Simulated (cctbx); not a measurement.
## Accept or mend?

Cell a = 8.8090 Å, b = 5.4370 Å, c = 9.2780 Å, α = 90.00°, β = 90.00°, γ = 90.00°; space group Amm2 (no. 38).

Simulated single-crystal data (cctbx): synchrotron X-rays, λ = 0.6889 Å, to d = 0.6 Å, 80 % of the full sphere, strongest reflection 5000 counts, noise from counting, a 4 % proportional error and a noise floor of 4 counts (s.d.); no absorption.

An anisotropic refinement with weights 1/σ² prints:

```text
Rint 0.050, 1197 unique reflections to 0.60 A
cycle     R1     wR2    GooF  max shift (A)
   1  0.2254  0.4632   7.456   0.01577
   3  0.0683  0.1834   2.952   0.00012
final R1 0.0683 wR2 0.1834 GooF 2.952  parameters 38  data/parameter 31.5
atom        x        y        z      Ueq    occ   su(xyz)  su(Uiso or U11)
Te1    0.50000  0.75750  0.91982   0.0036  1.000  0.00025  0.0004
Zr1    0.18231  0.50000  0.83824   0.0013  1.000  0.00035  0.0010  NPD
Cd1    0.31132  0.50000  0.16444   0.0341  1.000  0.00041  0.0014
Fe1    0.00000  0.26199  0.07726   0.0038  1.000  0.00056  0.0010
Fe2    0.24902  0.50000  0.50216   0.0039  1.000  0.00042  0.0008
Cr1    0.50000  0.50000  0.67176   0.0064  1.000  0.00074  0.0014
Cr2    0.00000  0.50000  0.33485   0.0046  1.000  0.00057  0.0015
difference map: max 9.39 min -10.64 rms 1.11
Q1    0.5000  0.2329  0.9197    4    9.46  0.05 A from Te1
Q2    0.2766  0.0000  0.9975    4    4.37  0.25 A from Fe2
Q3    0.0000  0.0000  0.8558    2    3.85  0.19 A from Cr2
Q4    0.0000  0.2209  0.0648    4    3.44  0.25 A from Fe1
Q5    0.5000  0.2311  0.5976    4    3.20  1.62 A from Cr1
Q6    0.5000  0.0000  0.6922    2    3.17  1.68 A from Cd1
```

**Question.** Can this result stand? If not, what is the likely fault?

Mend it. The fault: wrong element: Cd1 is Zr. Against the right model at the same level, R1 goes from 0.0256 to 0.0683 and GooF from 0.94 to 2.95, U of Cd1 swells from 0.0063 to 0.0341 Å², U of Zr1 shrinks from 0.0054 to 0.0013 Å², U of Fe1 shrinks from 0.0071 to 0.0038 Å², U of Te1 shrinks from 0.0060 to 0.0036 Å², the top difference peak, 9.5 e/Å³, lies on Te1, a hole of -10.6 e/Å³ opens and Zr1 goes non-positive-definite. Cd1 has 8 electrons too many and its U swells to shed them, as expected.

The compound is Zr2CrFe2Te. The right model at the same level gives:

```text
Rint 0.050, 1197 unique reflections to 0.60 A
cycle     R1     wR2    GooF  max shift (A)
   1  0.0257  0.0590   0.949   0.00068
   2  0.0256  0.0584   0.940   0.00000
final R1 0.0256 wR2 0.0584 GooF 0.940  parameters 38  data/parameter 31.5
atom        x        y        z      Ueq    occ   su(xyz)  su(Uiso or U11)
Te1    0.50000  0.75771  0.91973   0.0060  1.000  0.00007  0.0001
Zr1    0.18175  0.50000  0.83903   0.0054  1.000  0.00012  0.0004
Zr2    0.31027  0.50000  0.16432   0.0063  1.000  0.00013  0.0003
Fe1    0.00000  0.26275  0.07682   0.0071  1.000  0.00018  0.0003
Fe2    0.25063  0.50000  0.50216   0.0068  1.000  0.00014  0.0003
Cr1    0.50000  0.50000  0.67105   0.0088  1.000  0.00023  0.0005
Cr2    0.00000  0.50000  0.33484   0.0074  1.000  0.00018  0.0005
Flack x: 0.06(10)
Hooft y: -0.023(108)  Bijvoet pairs: 562
difference map: max 1.45 min -1.29 rms 0.28
Q1    0.5000  0.0000  0.0398    2    1.49  1.22 A from Cr1
Q2    0.5000  0.1980  0.6737    4    1.28  1.64 A from Cr1
Q3    0.0000  0.0651  0.6751    4    1.07  1.31 A from Fe1
Q4    0.3097  0.0000  0.1317    4    1.07  1.31 A from Fe2
Q5    0.0000  0.0871  0.9895    4    1.05  1.25 A from Fe1
Q6    0.0000  0.0960  0.3700    4    1.05  1.71 A from Zr1
```

The model is made up (kin elements in a known structure type, no relaxation), so it says nothing on whether the phase exists.

[Middle refinement cycles are left out of these outputs.]

[Logs are printed without paths, hosts, clocks, repeated set-up lines and the standing remarks that a program may print on its own settings, such as how far it seeks lower states.]
